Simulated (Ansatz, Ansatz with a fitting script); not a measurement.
An input for Ansatz 0.2.0 (MoSeS (P-3m1)):

```yaml
crystal:
  lattice:
    - [3.2525112014, 0.0, 0.0]
    - [-1.6262556007, 2.8167573265, 0.0]
    - [0.0, 0.0, 12.71727037]
  atoms:
    - { symbol: Mo, position: [0.0, 0.0, 0.2951800873] }
    - { symbol: Mo, position: [0.0, 0.0, 0.7755898165] }
    - { symbol: Se, position: [0.66666667, 0.33333333, 0.9084030827] }
    - { symbol: Se, position: [0.33333333, 0.66666667, 0.162366821] }
    - { symbol: S, position: [0.33333333, 0.66666667, 0.4145067389] }
    - { symbol: S, position: [0.66666667, 0.33333333, 0.6562631649] }
kpoints:
  mp_grid: { grid: [4, 4, 2] }
hamiltonian:
  xc: lda
  pseudopotentials: { kind: paw, source: ansatz, frozen_core: stored }
scf:
  occupations: { method: fixed }
  lower_state_search: "off"
  convergence: { dr2_threshold: 1.0e-09 }
output:
  embedding: [{ level: hf }]
basis:
  ecutwfc: 1000
```

```sh
ansatz run input.yaml --threads 8 --pin off --max-ram 18432MiB --backend cpu --events-out ev --progress --plain --runs-dir out
```

Q: How long will it take on 8 threads of Arm Neoverse V1, shared host, and how much memory?

It took 99 s; on shared hardware allow 50 s to 3.3 min. Peak host memory was 1.1 GiB.

[Paths, hosts, dates, memory and timing lines, banners, echoed tables and standing remarks are left out of the program output.]

[Logs are printed without paths, hosts, clocks, repeated set-up lines and the standing remarks that a program may print on its own settings, such as how far it seeks lower states.]

[Runs of the session that timed out or met a known fault of the program may be left out.]

[Hosts, paths, dates, database ids (printed as entryN), source tags and the programs' standing remarks are cut or masked in the printed files.]
